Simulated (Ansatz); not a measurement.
# CsSbSe3 (model cell, started as cubic perovskite with Sb in the octahedra): a soft mode frozen in, part 2 of 2

Wanted: the energy along a soft mode of CsSbSe3 (model cell, started as cubic perovskite with Sb in the octahedra) and the structure at the end.

Ansatz 0.2.0; DFT PBEsol, scalar-relativistic, plane waves, PAW; PAW set soft_1.

So far, highest frequency on the path or at a solved wavevector (cm⁻¹): step 2 (the dispersion) 166. Also lowest frequency on the path (cm⁻¹): step 2 -67.9.

The structure was built from a prototype and need not be the compound's stable phase.

## (6) Relaxation from the frozen mode

Starting from the lowest point found, all atoms and the cell are let go, so that strain and other modes of the same symmetry can join in.

Contents of input.yaml:

```yaml
crystal:
  lattice:
    - [5.3818518704, 0.0, 0.0]
    - [0.0, 5.3818518704, 0.0]
    - [0.0, 0.0, 5.3818518704]
  atoms:
    - { symbol: Cs, position: [0.0, 0.0150066373, 0.0] }
    - { symbol: Sb, position: [0.5, 0.4405409127, 0.5] }
    - { symbol: Se, position: [0.5, 0.5464822115, 0.0] }
    - { symbol: Se, position: [0.5, -0.0265441604, 0.5] }
    - { symbol: Se, position: [0.0, 0.5464822115, 0.5] }
kpoints:
  mp_grid: { grid: [8, 8, 8] }
hamiltonian:
  xc: pbesol
  pseudopotentials: { kind: paw, azcp: { folder: soft_1 }, xc_functional: pbe }
scf:
  occupations: { method: methfessel_paxton, width: 0.2 }
output:
  forces: true
  stress: true
  eigenvalues: true
relax:
  adjacent_minimum: "off"
  f_tol: 0.002
  max_steps: 120
  cell: { stress_tol: 0.03 }
```

Run with:

```
$ ansatz run input.yaml --threads 8 --pin off --max-ram 16384MiB --backend cpu --events-out ev --progress --plain --runs-dir out
```

Numbers of over 12 decimals in the logs are rounded to 6 here.

The program printed:

```text
[...]
Crystal: 5 atoms, lattice volume = 155.882 Å³
Basis set: ecut = 420 eV, 2969 PW (Γ), exchange–correlation on 72×72×72 points (8 copies of the dense FFT grid, shifted against one another)
Bands: 44, of which v1, the nominal top of the filled ones, is band 36 counted from 1 (35 counted from 0)
Symmetry: 8 space group operations
[...]
k-points: 75 of 512 (time reversal used)
[...]
SCF iter   1: F=—  HF=-28270.052430 eV  |F-HF|=—  |Δ(HF+E_count)|=         —  Δρ=3.11e-2  dr2=3.73e0  ethr=3.10e-3  ⟨swp⟩=7.8  Hψ=13931  notcnv=0
[...]
SCF iter   8: F=-28268.419480 eV  HF=-28268.419480 eV  |F-HF|=8.01e-8  |Δ(HF+E_count)|=   2.15e-7  S|Δr|=    0.00e0  Δρ=5.69e-6  dr2=9.31e-8  ethr=1.39e-10  ⟨swp⟩=12.7  Hψ=18398  notcnv=0
SCF 1 converged in 8 iterations: F = -28268.419480 eV  dr2 = 9.31e-8
[...]
relax step   1: F+E_penalty+E_count = -28268.41947989 eV  Δ(F+E_penalty+E_count) = +0.000e0 eV  max|allowed force component| = 1.930e-1 eV/Å  Δτ_max = 0.0000 Å  P = -0.345 GPa  Ω = 155.882 Å³  (8 SCF iters, dr2 threshold 1.00e-7 eV, accepted)
Crystal: 5 atoms, lattice volume = 153.880 Å³
Basis set: ecut = 420 eV, 3011 PW (Γ), exchange–correlation on 72×72×72 points (8 copies of the dense FFT grid, shifted against one another)
[...]
SCF iter   7: F=-28268.571520 eV  HF=-28268.571520 eV  |F-HF|=9.45e-8  |Δ(HF+E_count)|=   1.82e-7  S|Δr|=    0.00e0  Δρ=1.01e-5  dr2=1.03e-7  ethr=6.94e-10  ⟨swp⟩=8.0  Hψ=17531  notcnv=0
SCF 2 converged in 7 iterations: F = -28268.571520 eV  dr2 = 1.03e-7
relax step   2: F+E_penalty+E_count = -28268.57151959 eV  Δ(F+E_penalty+E_count) = -1.520e-1 eV  max|allowed force component| = 5.528e-1 eV/Å  Δτ_max = 0.1145 Å  P = -0.516 GPa  Ω = 153.880 Å³  energy of the carried Pulay correction = +1.226e-4 eV  (7 SCF iters, dr2 threshold 5.00e-7 eV, accepted)
Crystal: 5 atoms, lattice volume = 149.473 Å³
Basis set: ecut = 420 eV, 2931 PW (Γ), exchange–correlation on 72×72×72 points (8 copies of the dense FFT grid, shifted against one another)
[...]
SCF iter   7: F=-28268.647304 eV  HF=-28268.647304 eV  |F-HF|=1.71e-8  |Δ(HF+E_count)|=   1.51e-6  S|Δr|=    0.00e0  Δρ=9.37e-6  dr2=9.65e-8  ethr=6.94e-10  ⟨swp⟩=6.8  Hψ=20715  notcnv=0
SCF 3 converged in 7 iterations: F = -28268.647304 eV  dr2 = 9.65e-8
relax step   3: F+E_penalty+E_count = -28268.64730432 eV  Δ(F+E_penalty+E_count) = -7.578e-2 eV  max|allowed force component| = 8.572e-1 eV/Å  Δτ_max = 0.1949 Å  P = +0.481 GPa  Ω = 149.473 Å³  energy of the carried Pulay correction = +3.981e-4 eV  (7 SCF iters, dr2 threshold 5.00e-7 eV, accepted)
[... from here on, the SCF cycles and remarks between the steps are left out ...]
relax step   4: F+E_penalty+E_count = -28268.70244799 eV  Δ(F+E_penalty+E_count) = -5.514e-2 eV  max|allowed force component| = 1.119e-1 eV/Å  Δτ_max = 0.0805 Å  P = +0.324 GPa  Ω = 152.240 Å³  energy of the carried Pulay correction = +2.242e-4 eV  (7 SCF iters, dr2 threshold 5.00e-7 eV, accepted)
relax step   5: F+E_penalty+E_count = -28268.72130549 eV  Δ(F+E_penalty+E_count) = -1.886e-2 eV  max|allowed force component| = 5.825e-2 eV/Å  Δτ_max = 0.0557 Å  P = +0.070 GPa  Ω = 154.950 Å³  energy of the carried Pulay correction = +5.684e-5 eV  (6 SCF iters, dr2 threshold 5.00e-7 eV, accepted)
relax step   6: F+E_penalty+E_count = -28268.72591630 eV  Δ(F+E_penalty+E_count) = -4.611e-3 eV  max|allowed force component| = 6.582e-2 eV/Å  Δτ_max = 0.0752 Å  P = +0.096 GPa  Ω = 155.630 Å³  energy of the carried Pulay correction = +1.530e-5 eV  (7 SCF iters, dr2 threshold 2.42e-7 eV, accepted)
relax step   7: F+E_penalty+E_count = -28268.72673131 eV  Δ(F+E_penalty+E_count) = -8.150e-4 eV  max|allowed force component| = 3.027e-2 eV/Å  Δτ_max = 0.0143 Å  P = +0.048 GPa  Ω = 156.549 Å³  energy of the carried Pulay correction = -4.051e-5 eV  (6 SCF iters, dr2 threshold 2.71e-7 eV, accepted)
relax step   8: F+E_penalty+E_count = -28268.72677108 eV  Δ(F+E_penalty+E_count) = -3.977e-5 eV  max|allowed force component| = 8.062e-3 eV/Å  Δτ_max = 0.0020 Å  P = -0.020 GPa  Ω = 156.704 Å³  energy of the carried Pulay correction = -4.988e-5 eV  (5 SCF iters, dr2 threshold 5.73e-8 eV, accepted)
relax step   9: F+E_penalty+E_count = -28268.72678249 eV  Δ(F+E_penalty+E_count) = -1.141e-5 eV  max|allowed force component| = 8.773e-4 eV/Å  Δτ_max = 0.0010 Å  P = -0.000 GPa  Ω = 156.674 Å³  energy of the carried Pulay correction = -4.807e-5 eV  (5 SCF iters, dr2 threshold 4.06e-9 eV, accepted)
relax step  10: F+E_penalty+E_count = -28268.72909325 eV  Δ(F+E_penalty+E_count) = -2.311e-3 eV  max|allowed force component| = 8.707e-4 eV/Å  Δτ_max = 0.0000 Å  P = +0.030 GPa  Ω = 156.674 Å³  stress off target by 8.59e-2 GPa  SCF on the basis re-selected at this cell (its energy is not comparable with the rows above)  (9 SCF iters)
relax step  11: F+E_penalty+E_count = -28268.72929152 eV  Δ(F+E_penalty+E_count) = -1.983e-4 eV  max|allowed force component| = 3.256e-3 eV/Å  Δτ_max = 0.0098 Å  P = +0.008 GPa  Ω = 157.172 Å³  energy of the carried Pulay correction = -2.958e-5 eV  (6 SCF iters, dr2 threshold 1.84e-8 eV, accepted)
relax step  12: F+E_penalty+E_count = -28268.72929793 eV  Δ(F+E_penalty+E_count) = -6.415e-6 eV  max|allowed force component| = 7.405e-4 eV/Å  Δτ_max = 0.0041 Å  P = +0.002 GPa  Ω = 157.344 Å³  energy of the carried Pulay correction = -3.997e-5 eV  (7 SCF iters, dr2 threshold 6.62e-10 eV, accepted)
[...]
SCF iter   7: F=-28268.729339 eV  HF=-28268.729339 eV  |F-HF|=1.09e-11  |Δ(HF+E_count)|=    0.00e0  S|Δr|=    0.00e0  Δρ=2.72e-8  dr2=1.94e-12  ethr=1.00e-12  ⟨swp⟩=7.0  Hψ=15547  notcnv=0
SCF 13 converged in 7 iterations: F = -28268.729339 eV  dr2 = 1.94e-12
relax step  13: F+E_penalty+E_count = -28268.72933911 eV  Δ(F+E_penalty+E_count) = -4.118e-5 eV  max|allowed force component| = 7.319e-4 eV/Å  Δτ_max = 0.0000 Å  P = +0.001 GPa  Ω = 157.344 Å³  stress off target by 2.30e-3 GPa  SCF on the basis re-selected at this cell (its energy is not comparable with the rows above)  (7 SCF iters)
[...]
SCF converged after 7 iterations
[...]
Free energy (F): -28268.729339 eV
[...]
Internal energy: -28268.713604 eV  (E = F + TS)
E sigma→0 (E₀):  -28268.725405 eV
Entropy (-TS):   -0.015735 eV (-3.147 meV/atom)
Fermi energy:    6.311114 eV
Step filling:    the computed levels leave a gap of 0.0032 eV = 0.0 smearing widths at the electron count; against every level under it full and every level over it empty, smearing changes F+E_penalty+E_count by -12.857 meV and its σ→0 estimate by -8.923 meV
[...]
--- Forces (eV/Å), atoms counted from 1 ---
  atom   1  Cs     0.00000000    -0.00016050     0.00000000
  atom   2  Sb    -0.00000000     0.00073207    -0.00000000
  atom   3  Se    -0.00000000     0.00001419    -0.00000000
  atom   4  Se     0.00000000    -0.00059907     0.00000000
  atom   5  Se     0.00000000     0.00001419     0.00000000
  max |Σ_I F_I| component: 8.81e-7 eV/Å
--- Stress (GPa, compression-positive) ---
        0.000657       0.000000      -0.000000
        0.000000       0.002299       0.000000
       -0.000000       0.000000       0.000657
  P = ⅓ Tr σ = 0.0012 GPa (0.012 kbar)
--- Band table (eV; the first three rows and the last of 75) ---
  k-point 0: bands = [... 32 lower, 5.5216, 5.6434, 5.6434, 6.1111, 6.1111, 9.1348, 9.1348, 9.7591, ... 4 higher]
  k-point 1: bands = [... 32 lower, 5.4625, 5.5315, 5.5444, 6.0013, 6.0735, 9.1842, 9.3543, 9.9687, ... 4 higher]
  k-point 2: bands = [... 32 lower, 5.2623, 5.3179, 5.4127, 5.7546, 6.2095, 9.3204, 9.7633, 10.4555, ... 4 higher]
  k-point 74: bands = [... 32 lower, 5.7022, 6.2724, 6.2724, 6.6820, 7.0924, 8.2950, 8.2950, 10.4397, ... 4 higher]
--- Relaxed structure (11 steps of the walk, 11 accepted, 2 SCFs on fresh bases) ---
  F+E_penalty+E_count = -28268.72933911 eV   max|allowed force component| = 7.319e-4 eV/Å   (the final SCF, on the basis selected at the relaxed cell)
  cell:  # Å, volume = 157.3440 Å³
    - [5.052934, 0, 0]
    - [0, 6.162582, 0.0]
    - [0, 0.0, 5.052934]
  atoms:
    - { symbol: Cs, position: [0, 0.019192, 0.0] }
    - { symbol: Sb, position: [0.5, 0.395627, 0.5] }
    - { symbol: Se, position: [0.5, 0.554580, 0] }
    - { symbol: Se, position: [0.5, -0.00201086, 0.5] }
    - { symbol: Se, position: [0, 0.554580, 0.5] }
```

Wall time 99 s (8 threads of Arm Neoverse V2, shared host); peak memory 0.87 GiB.

Step by step:

| step | energy less that of the first step (eV) | largest force component (eV/Å) | pressure (GPa) | volume (Å³) |
| --- | --- | --- | --- | --- |
| 1 | 0.0000 | 0.1930 | -0.34 | 155.88 |
| 2 | -0.1520 | 0.5528 | -0.52 | 153.88 |
| 3 | -0.2278 | 0.8572 | 0.48 | 149.47 |
| 4 | -0.2830 | 0.1119 | 0.32 | 152.24 |
| 5 | -0.3018 | 0.0583 | 0.07 | 154.95 |
| 6 | -0.3064 | 0.0658 | 0.10 | 155.63 |
| 7 | -0.3073 | 0.0303 | 0.05 | 156.55 |
| 8 | -0.3073 | 0.0081 | -0.02 | 156.70 |
| 9 | -0.3073 | 0.0009 | 0.00 | 156.67 |
| 10* | -0.3096 | 0.0009 | 0.03 | 156.67 |
| 11 | -0.3098 | 0.0033 | 0.01 | 157.17 |
| 12 | -0.3098 | 0.0007 | 0.00 | 157.34 |
| 13* | -0.3099 | 0.0007 | 0.00 | 157.34 |

Relaxation steps marked * repeat the geometry before them on a plane-wave basis chosen anew for their cell, so energy and pressure can jump there.

Forces are held to the 8 operations that the run works with; a distortion that breaks them can't arise in this run.

| cell as run | before | after | change |
| --- | --- | --- | --- |
| a (Å) | 5.382 | 5.053 | -6.1 % |
| b (Å) | 5.382 | 6.163 | +14.5 % |
| c (Å) | 5.382 | 5.053 | -6.1 % |
| volume (Å³/atom) | 31.18 | 31.47 | +0.9 % |

The atoms that moved most (Å, as changes of fractional coordinates times the final cell):

| atom | dx | dy | dz | length |
| --- | --- | --- | --- | --- |
| Sb2 | 0.000 | -0.277 | 0.000 | 0.277 |
| Se4 | 0.000 | 0.151 | 0.000 | 0.151 |
| Se3 | 0.000 | 0.050 | 0.000 | 0.050 |
| Se5 | 0.000 | 0.050 | 0.000 | 0.050 |
| Cs1 | 0.000 | 0.026 | 0.000 | 0.026 |

The relaxed structure:

```cif
data_structure
_symmetry_space_group_name_H-M 'P 1'
_symmetry_Int_Tables_number 1
_cell_length_a 5.0529
_cell_length_b 6.1626
_cell_length_c 5.0529
_cell_angle_alpha 90.000
_cell_angle_beta 90.000
_cell_angle_gamma 90.000
_cell_volume 157.34
loop_
_atom_site_label
_atom_site_type_symbol
_atom_site_fract_x
_atom_site_fract_y
_atom_site_fract_z
_atom_site_occupancy
Cs1 Cs 0.00000 0.01919 0.00000 1
Sb2 Sb 0.50000 0.39563 0.50000 1
Se3 Se 0.50000 0.55458 0.00000 1
Se4 Se 0.50000 0.99799 0.50000 1
Se5 Se 0.00000 0.55458 0.50000 1
```

This step gave:

```yaml
pressure: 0.001204 GPa
volume_per_atom: 31.47 Å³
```

The distorted start has space group P4mm; the relaxation ends in P4mm.

## (7) The new phase in its own primitive cell

The relaxed structure is symmetrised, reduced to its primitive cell and relaxed tightly, as its phonons need.

input.yaml, the sections that differ from step 6:

```yaml
crystal:
  lattice:
    - [5.0529343919, 0.0, 0.0]
    - [0.0, 5.0529343919, 0.0]
    - [0.0, 0.0, 6.1625824257]
  atoms:
    - { symbol: Cs, position: [0.0, 0.0, 0.980808413] }
    - { symbol: Sb, position: [0.5, 0.5, 0.6043729386] }
    - { symbol: Se, position: [0.5, 0.0, 0.4454199884] }
    - { symbol: Se, position: [0.5, 0.5, 0.0020108589] }
    - { symbol: Se, position: [0.0, 0.5, 0.4454199884] }
kpoints:
  mp_grid: { grid: [8, 8, 6] }
relax:
  adjacent_minimum: "off"
  f_tol: 0.001
  max_steps: 60
  cell: { stress_tol: 0.01 }
# hamiltonian, scf, output: as in step 6
```

The program printed:

```text
[...]
Crystal: 5 atoms, lattice volume = 157.344 Å³
Basis set: ecut = 420 eV, 3089 PW (Γ), exchange–correlation on 72×72×90 points (8 copies of the dense FFT grid, shifted against one another)
Bands: 44, of which v1, the nominal top of the filled ones, is band 36 counted from 1 (35 counted from 0)
Symmetry: 8 space group operations
[...]
k-points: 60 of 384 (time reversal used)
[...]
cell:  # Å, volume = 157.3346 Å³
    - [5.053726, 0, -2.9973953313168304e-19]
    - [0, 5.053726, 0]
    - [-3.6556373700911274e-19, 0, 6.160287]
  atoms:
    - { symbol: Cs, position: [0, 0, 0.980809] }
    - { symbol: Sb, position: [0.5, 0.5, 0.604244] }
    - { symbol: Se, position: [0.5, 0, 0.445436] }
    - { symbol: Se, position: [0.5, 0.5, 0.00210665] }
    - { symbol: Se, position: [0, 0.5, 0.445436] }
[key lines of the parts left out:]
SCF converged after 6 iterations
Free energy (F): -28268.729630 eV
Fermi energy:    6.311391 eV
P = ⅓ Tr σ = -0.0016 GPa (-0.016 kbar)
```

Elapsed: 24 s, on 8 threads; peak memory 0.81 GiB.

Little changed from the start: no atom moved by 0.005 Å and no cell edge by 0.1 %.

Numbers from this step:

```
pressure : -0.001578 GPa
```

The largest force component left is 0.86 meV/Å and the pressure is -0.002 GPa, within the tolerances set. The cell now holds 31.47 Å³/atom.

## (8) Modes of the new phase, k-mesh 8×8×6

A relaxed structure may still be a saddle point, so its zone-centre modes are computed. No field response is asked, since the mesh shows no gap.

input.yaml, the sections that differ from step 7:

```yaml
crystal:
  lattice:
    - [5.05372599, 0.0, 0.0]
    - [0.0, 5.05372599, 0.0]
    - [0.0, 0.0, 6.1602871211]
  atoms:
    - { symbol: Cs, position: [0.0, 0.0, 0.9808092559] }
    - { symbol: Sb, position: [0.5, 0.5, 0.6042443134] }
    - { symbol: Se, position: [0.5, 0.0, 0.4454359861] }
    - { symbol: Se, position: [0.5, 0.5, 0.0021066458] }
    - { symbol: Se, position: [0.0, 0.5, 0.4454359861] }
output:
  eigenvalues: true
phonons:
  method: dfpt
# kpoints, hamiltonian, scf: as in step 7
# relax: removed
```

The program printed:

```text
zone centre: on kpoints.mp_grid the ground state, and the responses unless they are solved on pairs of k-points, stand on 100 of the mesh's 384 k-points, reduced under 4 symmetry operations, with k and −k counted as one. Each operation leaves every solved displacement unchanged or reverses it
[...]
Crystal: 5 atoms, lattice volume = 157.335 Å³
Basis set: ecut = 420 eV, 3089 PW (Γ), exchange–correlation on 72×72×90 points (8 copies of the dense FFT grid, shifted against one another)
Bands: 44, of which v1, the nominal top of the filled ones, is band 36 counted from 1 (35 counted from 0)
Symmetry: 8 space group operations
k-points: 100 of 384 (irreducible under 4 space group operations, time reversal used)
[...]
SCF iter   1: F=—  HF=-28270.603397 eV  |F-HF|=—  |Δ(HF+E_count)|=         —  Δρ=3.27e-2  dr2=4.42e0  ethr=3.10e-3  ⟨swp⟩=7.6  Hψ=18499  notcnv=0
[...]
SCF iter  13: F=-28268.729630 eV  HF=-28268.729630 eV  |F-HF|=0.00e0  |Δ(HF+E_count)|=  1.09e-11  S|Δr|=    0.00e0  Δρ=1.93e-8  dr2=4.65e-13  ethr=1.00e-12  ⟨swp⟩=14.7  Hψ=26374  notcnv=0
SCF 1 converged in 13 iterations: F = -28268.729630 eV  dr2 = 4.65e-13
[...]
DFPT response loops at Γ: preconditioner auto → Kerker (q_TF=auto, 2.395 Å⁻¹) (partly filled bands, converged f_vac=0.037); β = 1.00, the filter's whole step (`scf.mixing.beta` (0.50) is not read by the response loops under this deck's `scf.mixing.preconditioner`; to damp them name `kerker` or `kerker_dos`, under which they read `scf.mixing.beta`, and type it under 1.00, their step now; both keys bind the ground state too); Broyden in place of MSR1
SCF converged after 13 iterations
[...]
Free energy (F): -28268.729630 eV
[...]
Internal energy: -28268.713750 eV  (E = F + TS)
E sigma→0 (E₀):  -28268.725660 eV
Entropy (-TS):   -0.015880 eV (-3.176 meV/atom)
Fermi energy:    6.311391 eV
[...]
--- Band table (eV; the first three rows and the last of 100) ---
  k-point 0: bands = [... 32 lower, 5.5242, 5.6434, 5.6434, 6.1109, 6.1109, 9.1375, 9.1375, 9.7617, ... 4 higher]
  k-point 1: bands = [... 32 lower, 5.3308, 5.5684, 5.5684, 6.0540, 6.0540, 9.4485, 9.4485, 10.0458, ... 4 higher]
  k-point 2: bands = [... 32 lower, 5.2362, 5.4287, 5.4287, 5.9610, 5.9610, 9.8674, 10.1561, 10.1561, ... 4 higher]
  k-point 99: bands = [... 32 lower, 5.7015, 6.2729, 6.2729, 6.6837, 7.0921, 8.2943, 8.2943, 10.4347, ... 4 higher]
--- Phonons (Γ-DFPT): 9 representative perturbations + reference, on 100 of 384 k-points (Σ response iterations 28) ---
  k mesh reduced under 4 symmetry operations, with k and −k counted as one. Each operation leaves every solved displacement unchanged or reverses it
  ASR residual: 6.421e-5 → 0.000e0 eV/Å²; symmetrization residual: 2.649e-5 eV/Å²
  ASR residual per site (eV/Å²): 2.27e-5 6.42e-5 5.69e-5 3.94e-5 5.69e-5
[...]
non-analytic LO–TO correction: not included (Born effective charges unavailable; polar crystals: no LO–TO splitting at Γ)
```

Run time: 1.7 min. Hardware: 8 threads; peak memory 2.5 GiB.

Numbers from this step:

- sum-rule residual before enforcement: 6.42e-5 eV/Å²
- point group: 4mm
- highest optical mode at the zone centre (no LO-TO term): 246 cm⁻¹
- lowest optical zone-centre mode: -43.42 cm⁻¹

Patterns of degenerate modes are one choice out of their space. The modes at Γ (shares of kinetic energy by element, %) (negative means imaginary):

| mode | frequency (cm⁻¹) | symmetry | Cs % | Sb % | Se % |
| --- | --- | --- | --- | --- | --- |
| 1 | -43.4 | E | 0 | 14 | 86 |
| 2 | -43.4 | E | 0 | 14 | 86 |
| 3 | 0.0 | acoustic | 27 | 25 | 48 |
| 4 | 0.0 | acoustic | 27 | 25 | 48 |
| 5 | 0.0 | acoustic | 27 | 25 | 48 |
| 6 | 44.4 | E | 37 | 13 | 51 |
| 7 | 44.4 | E | 37 | 13 | 51 |
| 8 | 45.3 | A1 | 73 | 10 | 17 |
| 9 | 95.1 | E | 36 | 1 | 63 |
| 10 | 95.1 | E | 36 | 1 | 63 |
| 11 | 96.4 | B1 | 0 | 0 | 100 |
| 12 | 128.8 | E | 0 | 47 | 53 |
| 13 | 128.8 | E | 0 | 47 | 53 |
| 14 | 129.9 | A1 | 0 | 17 | 83 |
| 15 | 246.0 | A1 | 0 | 49 | 51 |

Displacements in mode 2 (-43.4 cm⁻¹), the largest set to 1:
```
Cs1  0.00  0.02  0.00
Sb2 -0.01 -0.36  0.00
Se3  0.02 -0.44  0.00
Se4  0.00 -0.02  0.00
Se5 -0.01  1.00  0.00
```

Displacements in mode 14 (129.9 cm⁻¹), the largest set to 1:
```
Cs1  0.00  0.00 -0.04
Sb2  0.00  0.00 -0.62
Se3  0.00  0.00  1.00
Se4  0.00  0.00 -0.97
Se5  0.00  0.00  1.00
```

Before it was imposed, the acoustic sum rule was missed by 6.4e-5 eV/Å². Small misses are needed for a sound result but don't prove that mesh and cutoff are converged. The lowest optical mode is imaginary, 43.4i cm⁻¹, so the energy falls along it.

## (9) Outcome

| Quantity | Value |
| --- | --- |
| unstable mode of the parent | q = (0, 0, 0), 66i cm⁻¹ |
| depth at the lowest point sampled | 26.4 meV/atom |
| largest atomic shift at that point | 0.32 Å |
| space group reached (within 0.01 Å) | P4mm |
| energy gained over the parent (first relaxation, on the mesh of the frozen mode) | 87.6 meV/atom |
| volume per atom, phase reached | 31.5 Å³ |
| lowest optical zone-centre mode, phase reached | -43.4 cm⁻¹ |
| highest optical mode at the zone centre (no LO-TO term), phase reached | 246 cm⁻¹ |

**Reading.** Along this mode the structure falls into P4mm, 87.6 meV/atom below the parent. At the parent's cell the well is 26.43 meV/atom deep on the steps tried, with its lowest point at a shift of 0.32 Å. Relaxing atoms and cell changes the gain by +61.16 meV/atom against the lowest step (energies at zero smearing). Most of the total comes from this relaxation. The new phase still has an imaginary mode at the zone centre of its cell, so it is a saddle point on the way to a lower structure. Of the 4 patterns followed to their end from this parent, this one ends 40.4 meV/atom above the lowest, Amm2. Each path keeps the symmetry of its pattern, so a lower phase may lie along a pattern not tried. With no gap, or one that is small against the smearing, the frequencies hang on the k mesh and the smearing, most of all near Kohn anomalies. Spin-orbit coupling is left out, which can matter for the heavy elements here. The PAW files were made for PBE and serve the other functionals too. The starting cell was built on a prototype and not taken from a measurement, so the phase need not exist.

[Logs are printed without paths, hosts, clocks, repeated set-up lines and the standing remarks that a program may print on its own settings, such as how far it seeks lower states.]

[Hosts, paths, dates, database ids (printed as entryN), source tags and the programs' standing remarks are cut or masked in the printed files.]
